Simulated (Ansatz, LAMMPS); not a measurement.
# Relaxing free surface of ionic liquid triethylsulfonium formate with water, from a frame at 440 K (81 atoms), part 2 of 3

Aim: bring free surface of ionic liquid triethylsulfonium formate with water, from a frame at 440 K (81 atoms) to a nearby minimum of the energy and see what moves.

Ansatz 0.2.0; Kohn-Sham DFT, RPBE+D3(BJ), PAW (set soft_2), plane waves.

The cell: 21 C, 3 S, 50 H and 7 O. The network of contacts between molecules at the start is that of the classical potential that made the cell. Only the Γ point is sampled, in a cell whose shortest periodic width is 9 Å.

So far. Step 3 (Single point at the start): Neighbours are counted within 1.34 Å (H-C), 1.21 Å (H-O), 1.85 Å (C-C), 1.73 Å (C-O), 2.21 Å (C-S).

### Step 4. Relaxation

With the cell held, the atoms are moved downhill towards a nearby minimum.

Contents of input.yaml:

```yaml
crystal:
  lattice:
    - [8.82358, 0.0, 0.0]
    - [0.0, 8.82358, 0.0]
    - [0.0, 0.0, 21.67701]
  atoms:
    [... the 81 atom lines of step 3 ...]
kpoints:
  mp_grid: { grid: [1, 1, 1] }
hamiltonian:
  xc: rpbe
  dispersion: d3bj
scf:
  occupations: { method: fixed }
output:
  forces: true
relax:
  f_tol: 0.05
  max_steps: 200
```

Run with:

```bash
> ansatz run input.yaml --threads 4 --pin off --max-ram 8192MiB --backend cpu --events-out ev --progress --plain --runs-dir out
```

Numbers of over 12 decimals in the logs are rounded to 6 here.

The program printed:

```text
[...]
Crystal: 81 atoms, lattice volume = 1687.676 Å³
Basis set: ecut = 420 eV, 32905 PW (Γ), exchange–correlation on 120×120×300 points (8 copies of the dense FFT grid, shifted against one another)
Bands: 178, of which v1, the nominal top of the filled ones, is band 97 counted from 1 (96 counted from 0)
Symmetry: 1 space group operations
[...]
k-points: 1
[...]
SCF iter   1: F=—  HF=-12810.756688 eV  |F-HF|=—  |Δ(HF+E_count)|=         —  Δρ=8.49e-3  dr2=2.83e0  ethr=1.77e-3  ⟨swp⟩=5.0  Hψ=595  notcnv=0  defer=78
[...]
SCF iter   3: F=—  HF=-12809.575999 eV  |F-HF|=—  |Δ(HF+E_count)|=   1.33e-1  Δρ=2.36e-3  dr2=1.35e-1  ethr=2.36e-4  ⟨swp⟩=3.0  Hψ=229  notcnv=0  defer=23
automatic band count: iteration 3 solves 122 bands in place of 178: the levels show a gap, and the empty bands left out lie too high to hold charge; the band table lists the bands solved (type scf.n_extra_bands for more)
SCF iter   4: F=—  HF=-12809.545778 eV  |F-HF|=—  |Δ(HF+E_count)|=   3.02e-2  Δρ=1.54e-3  dr2=3.86e-2  ethr=6.98e-5  ⟨swp⟩=3.0  Hψ=204  notcnv=0  defer=23
[...]
SCF iter   8: F=-12809.539130 eV  HF=-12809.539130 eV  |F-HF|=2.52e-8  |Δ(HF+E_count)|=   1.88e-6  Δρ=2.12e-5  dr2=5.22e-6  ethr=3.22e-8  ⟨swp⟩=5.0  Hψ=390  notcnv=0
SCF 1 converged in 8 iterations: F = -12809.539130 eV  dr2 = 5.22e-6
[...]
relax step   1: F+E_penalty+E_count = -12809.53912996 eV  Δ(F+E_penalty+E_count) = +0.000e0 eV  max|allowed force component| = 3.502e0 eV/Å  Δτ_max = 0.0000 Å  (8 SCF iters, dr2 threshold 6.25e-5 eV, accepted)
[... from here on, the SCF cycles and remarks between the steps are left out ...]
relax step   2: F+E_penalty+E_count = -12812.96095161 eV  Δ(F+E_penalty+E_count) = -3.422e0 eV  max|allowed force component| = 2.447e0 eV/Å  Δτ_max = 0.1948 Å  (7 SCF iters, dr2 threshold 1.00e-4 eV, accepted)
relax step   3: F+E_penalty+E_count = -12813.45082983 eV  Δ(F+E_penalty+E_count) = -4.899e-1 eV  max|allowed force component| = 2.652e0 eV/Å  Δτ_max = 0.1948 Å  (7 SCF iters, dr2 threshold 1.00e-4 eV, accepted)
relax step   4: F+E_penalty+E_count = -12813.93173946 eV  Δ(F+E_penalty+E_count) = -4.809e-1 eV  max|allowed force component| = 2.594e0 eV/Å  Δτ_max = 0.1928 Å  (7 SCF iters, dr2 threshold 1.00e-4 eV, accepted)
relax step   5: F+E_penalty+E_count = -12814.21783467 eV  Δ(F+E_penalty+E_count) = -2.861e-1 eV  max|allowed force component| = 1.973e0 eV/Å  Δτ_max = 0.2000 Å  (7 SCF iters, dr2 threshold 1.00e-4 eV, accepted)
relax step   6: F+E_penalty+E_count = -12814.58507118 eV  Δ(F+E_penalty+E_count) = -3.672e-1 eV  max|allowed force component| = 1.136e0 eV/Å  Δτ_max = 0.1917 Å  (7 SCF iters, dr2 threshold 1.00e-4 eV, accepted)
relax step   7: F+E_penalty+E_count = -12814.80385706 eV  Δ(F+E_penalty+E_count) = -2.188e-1 eV  max|allowed force component| = 8.299e-1 eV/Å  Δτ_max = 0.1933 Å  (7 SCF iters, dr2 threshold 1.00e-4 eV, accepted)
relax step   8: F+E_penalty+E_count = -12814.97659975 eV  Δ(F+E_penalty+E_count) = -1.727e-1 eV  max|allowed force component| = 5.823e-1 eV/Å  Δτ_max = 0.1941 Å  (7 SCF iters, dr2 threshold 1.00e-4 eV, accepted)
relax step   9: F+E_penalty+E_count = -12815.16605086 eV  Δ(F+E_penalty+E_count) = -1.895e-1 eV  max|allowed force component| = 5.043e-1 eV/Å  Δτ_max = 0.2000 Å  (7 SCF iters, dr2 threshold 1.00e-4 eV, accepted)
relax step  10: F+E_penalty+E_count = -12815.29562150 eV  Δ(F+E_penalty+E_count) = -1.296e-1 eV  max|allowed force component| = 6.602e-1 eV/Å  Δτ_max = 0.1962 Å  (7 SCF iters, dr2 threshold 1.00e-4 eV, accepted)
relax step  11: F+E_penalty+E_count = -12815.35753939 eV  Δ(F+E_penalty+E_count) = -6.192e-2 eV  max|allowed force component| = 9.394e-1 eV/Å  Δτ_max = 0.1932 Å  (7 SCF iters, dr2 threshold 1.00e-4 eV, accepted)
relax step  12: F+E_penalty+E_count = -12815.41056767 eV  Δ(F+E_penalty+E_count) = -5.303e-2 eV  max|allowed force component| = 1.107e0 eV/Å  Δτ_max = 0.1909 Å  (7 SCF iters, dr2 threshold 1.00e-4 eV, accepted)
relax step  13: F+E_penalty+E_count = -12815.47898074 eV  Δ(F+E_penalty+E_count) = -6.841e-2 eV  max|allowed force component| = 9.177e-1 eV/Å  Δτ_max = 0.0943 Å  (6 SCF iters, dr2 threshold 1.00e-4 eV, accepted)
relax step  14: F+E_penalty+E_count = -12815.60655491 eV  Δ(F+E_penalty+E_count) = -1.276e-1 eV  max|allowed force component| = 6.925e-1 eV/Å  Δτ_max = 0.2000 Å  (6 SCF iters, dr2 threshold 1.00e-4 eV, accepted)
relax step  15: F+E_penalty+E_count = -12815.68357675 eV  Δ(F+E_penalty+E_count) = -7.702e-2 eV  max|allowed force component| = 3.597e-1 eV/Å  Δτ_max = 0.1947 Å  (6 SCF iters, dr2 threshold 1.00e-4 eV, accepted)
relax step  16: F+E_penalty+E_count = -12815.73945444 eV  Δ(F+E_penalty+E_count) = -5.588e-2 eV  max|allowed force component| = 3.547e-1 eV/Å  Δτ_max = 0.1908 Å  (7 SCF iters, dr2 threshold 3.49e-5 eV, accepted)
relax step  17: F+E_penalty+E_count = -12815.77596155 eV  Δ(F+E_penalty+E_count) = -3.651e-2 eV  max|allowed force component| = 5.711e-1 eV/Å  Δτ_max = 0.1961 Å  (6 SCF iters, dr2 threshold 3.40e-5 eV, accepted)
[...]
relax step  86: F+E_penalty+E_count = -12816.46932815 eV  Δ(F+E_penalty+E_count) = -1.910e-3 eV  max|allowed force component| = 8.989e-2 eV/Å  Δτ_max = 0.0313 Å  (8 SCF iters, accepted)
relax step  87: F+E_penalty+E_count = -12816.47039716 eV  Δ(F+E_penalty+E_count) = -1.069e-3 eV  max|allowed force component| = 8.433e-2 eV/Å  Δτ_max = 0.0711 Å  (8 SCF iters, accepted)
relax step  88: F+E_penalty+E_count = -12816.47149387 eV  Δ(F+E_penalty+E_count) = -1.097e-3 eV  max|allowed force component| = 5.111e-2 eV/Å  Δτ_max = 0.0205 Å  (7 SCF iters, accepted)
relax step  89: F+E_penalty+E_count = -12816.47337529 eV  Δ(F+E_penalty+E_count) = -1.881e-3 eV  max|allowed force component| = 4.576e-2 eV/Å  Δτ_max = 0.0982 Å  (9 SCF iters, accepted)
relax step  90: F+E_penalty+E_count = -12816.47381461 eV  Δ(F+E_penalty+E_count) = -4.393e-4 eV  max|allowed force component| = 1.455e-1 eV/Å  Δτ_max = 0.1174 Å  (9 SCF iters, accepted)
relax step  91: F+E_penalty+E_count = -12816.47504730 eV  Δ(F+E_penalty+E_count) = -1.233e-3 eV  max|allowed force component| = 5.884e-2 eV/Å  Δτ_max = 0.0078 Å  (3 SCF iters, dr2 threshold 1.70e-5 eV, accepted)
relax step  92: F+E_penalty+E_count = -12816.47464813 eV  Δ(F+E_penalty+E_count) = +3.992e-4 eV  max|allowed force component| = 6.094e-2 eV/Å  Δτ_max = 0.0718 Å  (8 SCF iters, rejected (line search))
relax step  93: F+E_penalty+E_count = -12816.47715527 eV  Δ(F+E_penalty+E_count) = -2.108e-3 eV  max|allowed force component| = 3.130e-2 eV/Å  Δτ_max = 0.0343 Å  (8 SCF iters, accepted)
relax step  94: F+E_penalty+E_count = -12816.47892094 eV  Δ(F+E_penalty+E_count) = -1.766e-3 eV  max|allowed force component| = 7.567e-2 eV/Å  Δτ_max = 0.0991 Å  (9 SCF iters, accepted)
relax step  95: F+E_penalty+E_count = -12816.48029521 eV  Δ(F+E_penalty+E_count) = -1.374e-3 eV  max|allowed force component| = 8.839e-2 eV/Å  Δτ_max = 0.1468 Å  (9 SCF iters, accepted)
relax step  96: F+E_penalty+E_count = -12816.48251916 eV  Δ(F+E_penalty+E_count) = -2.224e-3 eV  max|allowed force component| = 1.040e-1 eV/Å  Δτ_max = 0.0949 Å  (7 SCF iters, dr2 threshold 7.81e-6 eV, accepted)
relax step  97: F+E_penalty+E_count = -12816.48363366 eV  Δ(F+E_penalty+E_count) = -1.114e-3 eV  max|allowed force component| = 1.140e-1 eV/Å  Δτ_max = 0.0607 Å  (6 SCF iters, dr2 threshold 1.08e-5 eV, accepted)
relax step  98: F+E_penalty+E_count = -12816.48534932 eV  Δ(F+E_penalty+E_count) = -1.716e-3 eV  max|allowed force component| = 1.397e-1 eV/Å  Δτ_max = 0.0801 Å  (6 SCF iters, dr2 threshold 1.30e-5 eV, accepted)
relax step  99: F+E_penalty+E_count = -12816.47726528 eV  Δ(F+E_penalty+E_count) = +8.084e-3 eV  max|allowed force component| = 3.648e-1 eV/Å  Δτ_max = 0.1453 Å  (6 SCF iters, dr2 threshold 1.95e-5 eV, rejected (line search))
relax step 100: F+E_penalty+E_count = -12816.48751653 eV  Δ(F+E_penalty+E_count) = -2.167e-3 eV  max|allowed force component| = 9.652e-2 eV/Å  Δτ_max = 0.0436 Å  (9 SCF iters, accepted)
relax step 101: F+E_penalty+E_count = -12816.48803332 eV  Δ(F+E_penalty+E_count) = -5.168e-4 eV  max|allowed force component| = 9.738e-2 eV/Å  Δτ_max = 0.0289 Å  (6 SCF iters, dr2 threshold 4.45e-6 eV, accepted)
relax step 102: F+E_penalty+E_count = -12816.48866282 eV  Δ(F+E_penalty+E_count) = -6.295e-4 eV  max|allowed force component| = 8.389e-2 eV/Å  Δτ_max = 0.0323 Å  (6 SCF iters, dr2 threshold 4.53e-6 eV, accepted)
relax step 103: F+E_penalty+E_count = -12816.48940032 eV  Δ(F+E_penalty+E_count) = -7.375e-4 eV  max|allowed force component| = 5.617e-2 eV/Å  Δτ_max = 0.0477 Å  (6 SCF iters, dr2 threshold 5.22e-6 eV, accepted)
relax step 104: F+E_penalty+E_count = -12816.48977461 eV  Δ(F+E_penalty+E_count) = -3.743e-4 eV  max|allowed force component| = 5.395e-2 eV/Å  Δτ_max = 0.0211 Å  (7 SCF iters, accepted)
relax step 105: F+E_penalty+E_count = -12816.48973079 eV  Δ(F+E_penalty+E_count) = +4.383e-5 eV  max|allowed force component| = 9.669e-2 eV/Å  Δτ_max = 0.1112 Å  (9 SCF iters, rejected (line search))
relax step 106: F+E_penalty+E_count = -12816.48785186 eV  Δ(F+E_penalty+E_count) = +1.923e-3 eV  max|allowed force component| = 2.130e-1 eV/Å  Δτ_max = 0.0551 Å  (8 SCF iters, rejected (line search))
relax step 107: F+E_penalty+E_count = -12816.48683076 eV  Δ(F+E_penalty+E_count) = +2.944e-3 eV  max|allowed force component| = 2.159e-1 eV/Å  Δτ_max = 0.0270 Å  (8 SCF iters, rejected (line search))
relax step 108: F+E_penalty+E_count = -12816.49045289 eV  Δ(F+E_penalty+E_count) = -6.783e-4 eV  max|allowed force component| = 2.737e-2 eV/Å  Δτ_max = 0.0129 Å  (7 SCF iters, accepted)
SCF converged after 7 iterations
Free energy (F): -12816.490453 eV
[...]
Internal energy: -12816.490453 eV  (E = F + TS)
E sigma→0 (E₀):  -12816.490453 eV
Fermi energy:    -2.123546 eV
[...]
--- Forces (eV/Å), atoms counted from 1 ---
  atom   1  C      0.00349602    -0.00121001    -0.00416367
  atom   2  C     -0.00205424    -0.00405240     0.00611005
  atom   3  S      0.00217846     0.00104798    -0.00083621
  atom   4  C     -0.00489530    -0.00385912    -0.00037594
  atom   5  C      0.00121196     0.00293882     0.00279010
  atom   6  C      0.01403557    -0.00162160    -0.00282240
  atom   7  C      0.00179254     0.00273009     0.00545290
  atom   8  H     -0.00092710    -0.00019094    -0.00226808
  atom   9  H     -0.00128054     0.00005573     0.00185942
  atom  10  H     -0.00211207     0.00224374     0.00187719
  atom  11  H      0.00017699     0.00172786    -0.00049830
  atom  12  H     -0.00144380     0.00013796    -0.00077590
  atom  13  H      0.00061572     0.00401404     0.00017848
  atom  14  H      0.00050768     0.00129760    -0.00169102
[...]
atom  80  H      0.01134602     0.01162936    -0.01118874
  atom  81  H      0.00734718    -0.00497302    -0.00066436
  max |Σ_I F_I| component: 9.10e-5 eV/Å
--- Relaxed structure (108 steps of the walk, 92 accepted, 0 SCFs on fresh bases) ---
  F+E_penalty+E_count = -12816.49045289 eV   max|allowed force component| = 2.737e-2 eV/Å
  atoms:
    - { symbol: C, position: [0.918445, 0.120144, 0.291425] }
    - { symbol: C, position: [0.903236, -0.025017, 0.253929] }
    - { symbol: S, position: [0.745161, -0.137737, 0.281917] }
    - { symbol: C, position: [0.581281, -0.031738, 0.254690] }
[...]
- { symbol: H, position: [0.382365, 0.777667, 0.142565] }
```

The job ended after 6.6 min (4 threads of Arm Neoverse V2, shared host; peak memory 1.3 GiB; 25 min of CPU time).

Step by step (22 of 108):

```tsv
step	energy less that of the first step (eV)	largest force component (eV/Å)
1	0.0000	3.5022
6	-5.0459	1.1364
11	-5.8184	0.9394
16	-6.2003	0.3547
21	-6.4398	0.2401
26	-6.5694	0.4231
32	-6.6567	0.6927
37	-6.7279	0.3622
42	-6.7635	0.2323
47	-6.8016	0.2769
52	-6.8402	0.1733
57	-6.8694	0.0689
62	-6.8942	0.1068
67	-6.9110	0.0777
72	-6.9174	0.1569
77	-6.9217	0.2639
83	-6.9282	0.1415
88	-6.9324	0.0511
93	-6.9380	0.0313
98	-6.9462	0.1397
103	-6.9503	0.0562
108	-6.9513	0.0274
```

Relaxation steps 28, 32, 40, 51, 55, 61, 73, 74 and 8 more were tried and not accepted.

The atoms that moved most (Å):

```tsv
atom	dx	dy	dz	length
O75	2.626	1.905	1.352	3.515
H21	-1.716	-1.382	-2.288	3.176
H20	-0.920	-2.003	-1.919	2.923
C7	-1.219	-1.438	-1.817	2.619
H10	1.316	-2.224	0.373	2.611
H19	-0.940	-1.571	-1.728	2.517
O77	0.763	1.548	1.559	2.326
H22	-1.221	-1.120	-1.538	2.261
```

The relaxation changed the energy by -85.8 meV/atom, and atoms moved by 1.6 Å r.m.s., 3.5 Å at most.

### Step 5. Local order after relaxation

Bonds before and after, by the cutoffs listed below:

```tsv
pair	bonds before	bonds after	mean before (Å)	mean after (Å)	spread before (Å)	spread after (Å)
H-C	48	48	1.095	1.099	0.037	0.007
H-O	2	2	1.000	0.989	0.000	0.002
C-C	9	9	1.522	1.523	0.038	0.002
C-O	6	6	1.267	1.267	0.042	0.005
C-S	9	9	1.848	1.819	0.053	0.004
```

Normalised to the volume that the atoms fill. g(r), total and by pair (bins of 0.2 Å):

```tsv
r (Å)	total	H-H	H-C	H-O	H-S	C-C	C-O
0.90	0.26	0.00	0.00	2.45	0.00	0.00	0.00
1.10	5.12	0.00	15.98	0.00	0.00	0.00	0.00
1.30	0.46	0.00	0.00	0.00	0.00	0.00	10.25
1.50	0.53	0.13	0.00	0.00	0.00	7.15	0.00
1.70	1.34	3.42	0.00	0.37	0.00	0.00	0.00
1.90	0.48	0.29	0.00	0.35	0.00	0.00	0.00
2.10	1.44	0.00	3.48	3.04	0.00	0.00	0.00
2.30	0.88	0.62	0.24	0.88	8.80	0.00	0.00
2.50	1.20	2.63	0.12	1.46	0.00	0.00	0.00
2.70	0.85	0.86	0.70	0.99	0.00	0.48	0.00
2.90	1.21	0.81	1.52	0.55	4.39	1.62	0.00
3.10	1.08	1.33	0.82	1.34	1.47	0.00	2.26
3.30	0.79	0.69	0.60	1.18	0.25	1.19	2.53
3.50	0.70	0.45	0.92	0.94	0.00	0.75	1.58
3.70	1.10	0.86	1.03	1.17	2.16	1.35	2.42
3.90	0.96	1.00	0.79	1.38	0.17	0.62	1.63
4.10	0.97	0.91	0.71	2.02	0.32	1.74	0.49
4.30	1.11	0.99	1.34	1.01	0.89	1.11	1.05
4.50	0.92	0.85	1.03	0.87	0.68	0.91	1.25
4.70	1.06	1.20	1.00	1.32	0.37	0.84	1.38
4.90	1.10	1.08	1.22	1.42	0.46	0.77	0.81
5.10	0.96	0.99	0.78	1.07	0.83	0.99	1.61
5.30	1.01	0.96	1.05	1.12	1.15	1.04	0.98
5.50	0.85	0.97	0.80	0.58	0.54	1.41	0.74
5.70	0.83	0.69	0.98	0.79	1.08	0.51	1.11
5.90	0.80	0.81	0.70	0.91	1.08	0.74	1.03
6.10	0.93	0.89	0.90	1.04	0.87	0.89	1.11
6.30	0.93	0.94	0.87	1.00	0.68	0.98	0.84
```

Bonds by pair of elements; cutoffs follow the first minimum of g(r), held within bounds set by covalent radii, and pairs that aren't listed don't count as bonded:

```tsv
pair A-B	cutoff (Å)	bonds	mean length (Å)	spread (Å)	shortest (Å)	B about A	A about B
H-C	1.34	48	1.10	0.007	1.09	0.96	2.29
H-O	1.21	2	0.989	0.002	0.987	0.04	0.286
C-C	1.85	9	1.52	0.002	1.52	0.857	0.857
C-O	1.68	6	1.27	0.005	1.26	0.286	0.857
C-S	2.21	9	1.82	0.004	1.81	0.429	3
```

How many atoms have how many bonded neighbours:

```tsv
element	mean	1	2	3	4
C	3.86	0	0	3	18
H	1	50	0	0	0
O	1.14	6	1	0	0
S	3	0	0	3	0
```

Bond angles (no mean is given where the spread exceeds 20°):

```tsv
angle	count	mean (°)	spread (°)
C-C-H	45	111	1.7
H-C-H	36	109	1.2
H-C-S	18	105	1.8
C-S-C	9	102	1.2
C-C-S	9	110	1
```

Bond length by coordination (bonds to H left out):

```tsv
element	coordination	atoms	mean bond length (Å)
C	3	3	1.27
C	4	18	1.62
O	1	6	1.27
```

Counting bonds as in the table, 86 % of C atoms have 4, all H atoms have 1, 86 % of O atoms have 1 and all S atoms have 3 bonded neighbours. The C-C-H angle averages 111° with a spread of 1.7°.

[end of part 2 of 3]

[Logs are printed without paths, hosts, clocks, repeated set-up lines and the standing remarks that a program may print on its own settings, such as how far it seeks lower states.]

[Hosts, paths, dates, database ids (printed as entryN), source tags and the programs' standing remarks are cut or masked in the printed files.]
